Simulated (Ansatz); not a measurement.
# Work function of Cu by crystal face

How much does the work function of Cu differ between its low-index faces, and does the functional change the order?

Measured values are compiled ones, as quoted in “Anisotropic work function of elemental crystals” (2019, arxiv:1902.07811).

How it was computed: Ansatz 0.2.0, plane waves with PAW datasets (its set soft_2) at their recommended cutoffs; symmetric slabs of 7 layers (11 for bcc (111)) cut at the tabulated experimental lattice constant, atoms at bulk places, 18 Å of vacuum, k-spacing 0.16 Å⁻¹ (2π included), Fermi-Dirac smearing of 0.1 eV, SCF threshold 1e-9 eV; spin-polarised where the metal is Fe, Co or Ni. The work function is the vacuum level less the Fermi level; differences are formed before rounding.

The runs side by side:

| face | atoms per nm² | LDA (eV) | PBEsol (eV) | r2SCAN (eV) | PBE (eV) | RPBE (eV) | PBE, relaxed (eV) | measured (eV) |
| --- | --- | --- | --- | --- | --- | --- | --- | --- |
| (111) | 17.7 | 5.17 | 4.94 | 4.85 | 4.82 | 4.65 | 4.82 | 4.9 |
| (100) | 15.3 | 4.90 | 4.66 | 4.54 | 4.54 | 4.37 | 4.52 | 4.73 |
| (110) | 10.9 | 4.68 | 4.42 | 4.30 | 4.32 | 4.14 | 4.35 | 4.56 |

**Reading.** With PBE the work function runs from 4.82 eV on (111) to 4.32 eV on (110). It falls with the atom density, as Smoluchowski smoothing would have it: on an open face electrons flow from the ridges into the troughs, which weakens the surface dipole. All functionals in the table give the same order. LDA lies 0.36 eV above PBE. With the layers relaxed PBE misses the measured values by 0.08 to 0.21 eV. Against the 3 measured values on unreconstructed faces, PBEsol comes nearest (mean absolute error 0.08 eV), and PBE misses by 0.08 to 0.24 eV. r2SCAN and PBE are within 0.1 eV of PBEsol's error, inside the spread of measured values. For (111), (100) and (110) the measured order is the one that PBE gives. Relaxing all layers with PBE (forces under 0.01 eV/Å) moves the values by −0.02 to +0.03 eV.

What the numbers leave out: Slabs this thin leave size errors that can reach a tenth of an eV or more. Compiled measured values differ between sources by a tenth of an eV or more. The functionals share one unrelaxed geometry at the tabulated experimental lattice constant; the relaxed column keeps that in-plane lattice, which is not PBE's own.
